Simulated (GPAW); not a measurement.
Consider CaRhO3 (Cmcm).

```cif
data_structure
_symmetry_space_group_name_H-M 'P 1'
_symmetry_Int_Tables_number 1
_cell_length_a 5.1422
_cell_length_b 5.1422
_cell_length_c 7.2976
_cell_angle_alpha 90.000
_cell_angle_beta 90.000
_cell_angle_gamma 144.760
_cell_volume 111.34
loop_
_atom_site_label
_atom_site_type_symbol
_atom_site_fract_x
_atom_site_fract_y
_atom_site_fract_z
_atom_site_occupancy
Rh1 Rh 0.00000 0.00000 0.50000 1
Rh2 Rh 0.00000 0.00000 0.00000 1
Ca3 Ca 0.25016 0.74984 0.25000 1
Ca4 Ca 0.74984 0.25016 0.75000 1
O5 O 0.62659 0.37341 0.44780 1
O6 O 0.37341 0.62659 0.55220 1
O7 O 0.62659 0.37341 0.05220 1
O8 O 0.37341 0.62659 0.94780 1
O9 O 0.92449 0.07551 0.25000 1
O10 O 0.07551 0.92449 0.75000 1
```

Absorber: atom 1, with 2 O at 1.97 Å and 4 O at 2.03 Å (octahedral, site symmetry 2/m). Method: GPAW, LDA, excited-electron core hole (neutral cell), 30-atom cell with 6.8 Å between holes, 4×4×4 k points, dipole transitions, Gaussian full width 2.13 eV up to 4 eV, rising linearly to 3.5 eV at 25 eV.

Question: What does the Rh L₃ edge look like?

Main maxima up to 30 eV above the zero (height): 1.2 eV (5.83), 15.2 eV (0.66) and 27.4 eV (0.80). At an L edge the dipole rule selects empty d (and weakly s) states on the absorber, and the strong line at the onset measures the empty part of its d band. 

The Rh L₃ spectrum (energy from the lowest empty level; intensity scaled to a mean of 1 over the first 20 eV; polarised curves are means over the symmetry-equivalent atoms):

```
E (eV)  isotropic  ε ∥ x  ε ∥ y  ε ∥ z
  -2.0       0.02   0.03   0.02   0.01
  -1.5       0.11   0.15   0.12   0.06
  -1.0       0.40   0.53   0.45   0.21
  -0.5       1.16   1.50   1.30   0.67
   0.0       2.54   3.17   2.79   1.66
   0.5       4.32   5.14   4.56   3.24
   1.0       5.64   6.39   5.69   4.85
   1.5       5.66   6.04   5.40   5.53
   2.0       4.52   4.50   4.08   4.97
   2.5       2.98   2.74   2.56   3.63
   3.0       1.76   1.47   1.47   2.34
   3.5       1.02   0.77   0.85   1.44
   4.0       0.58   0.41   0.48   0.83
   4.5       0.33   0.25   0.29   0.47
   5.0       0.23   0.19   0.21   0.29
   5.5       0.23   0.20   0.23   0.26
   6.0       0.27   0.23   0.30   0.29
   6.5       0.32   0.26   0.36   0.33
   7.0       0.33   0.27   0.38   0.34
   7.5       0.29   0.25   0.34   0.29
   8.0       0.24   0.20   0.28   0.23
   8.5       0.18   0.15   0.22   0.17
   9.0       0.14   0.12   0.18   0.13
   9.5       0.13   0.10   0.17   0.11
  10.0       0.13   0.09   0.18   0.12
  10.5       0.15   0.10   0.22   0.14
  11.0       0.19   0.12   0.27   0.17
  11.5       0.24   0.16   0.34   0.22
  12.0       0.30   0.22   0.42   0.27
  12.5       0.38   0.30   0.51   0.33
  13.0       0.46   0.38   0.59   0.40
  13.5       0.53   0.47   0.66   0.47
  14.0       0.60   0.56   0.70   0.54
  14.5       0.64   0.62   0.71   0.59
  15.0       0.66   0.66   0.69   0.63
  15.5       0.66   0.67   0.65   0.64
  16.0       0.63   0.66   0.60   0.64
  16.5       0.59   0.62   0.55   0.61
  17.0       0.55   0.58   0.50   0.59
  17.5       0.53   0.54   0.47   0.57
  18.0       0.51   0.51   0.46   0.57
  18.5       0.52   0.51   0.46   0.58
  19.0       0.53   0.52   0.49   0.59
  19.5       0.56   0.54   0.53   0.61
  20.0       0.59   0.57   0.57   0.62
  20.5       0.61   0.59   0.62   0.63
  21.0       0.63   0.61   0.66   0.62
  21.5       0.64   0.62   0.69   0.60
  22.0       0.64   0.62   0.71   0.58
  22.5       0.63   0.62   0.71   0.56
  23.0       0.62   0.61   0.71   0.55
  23.5       0.62   0.61   0.70   0.55
  24.0       0.63   0.61   0.70   0.57
  24.5       0.65   0.63   0.70   0.61
  25.0       0.68   0.66   0.71   0.66
  25.5       0.71   0.71   0.72   0.71
  26.0       0.75   0.76   0.72   0.76
  26.5       0.78   0.81   0.72   0.80
  27.0       0.80   0.85   0.72   0.83
  27.5       0.80   0.87   0.70   0.83
  28.0       0.79   0.87   0.69   0.81
  28.5       0.76   0.85   0.66   0.77
  29.0       0.73   0.82   0.64   0.72
  29.5       0.69   0.78   0.62   0.66
  30.0       0.65   0.73   0.61   0.62
  30.5       0.62   0.69   0.59   0.59
  31.0       0.60   0.65   0.58   0.57
  31.5       0.59   0.63   0.57   0.56
  32.0       0.58   0.61   0.57   0.56
```

Only the L₃ part is meant: spin–orbit coupling of the core level isn't computed and the L₂ copy isn't added. The script folds with a Gaussian, whereas the core hole's own line is a Lorentzian, so the onset is too steep and the first peak too high. The unit cell's mesh shows no gap over 0.35 eV. That is right for a metallic compound; for a small-gap or correlated insulator it would be the fault of the functional or of the assumed magnetic order, and the hole would be screened too well. Lifetime broadening is put in by hand, and intensities beyond about 20 eV depend on it and on the partial waves; weight that the partial waves miss at high energy is lost. The structure is a computed Materials Project entry and may be a hypothetical form.

[Banner, clock and machine lines of the logs are left out without a mark of their own.]

[Logs are printed without paths, hosts, clocks, repeated set-up lines and the standing remarks that a program may print on its own settings, such as how far it seeks lower states.]

[Hosts, paths, dates, database ids (printed as entryN), source tags and the programs' standing remarks are cut or masked in the printed files.]

[Lists of maxima count a maximum above −3 eV only where it reaches 4 % of the highest in the window and stands out from its surroundings by 2 % of it (1.5 % where it reaches 55 %); shoulders and weaker maxima are passed over, and of the rest the first, up to two pre-edge ones and the few strongest are named.]
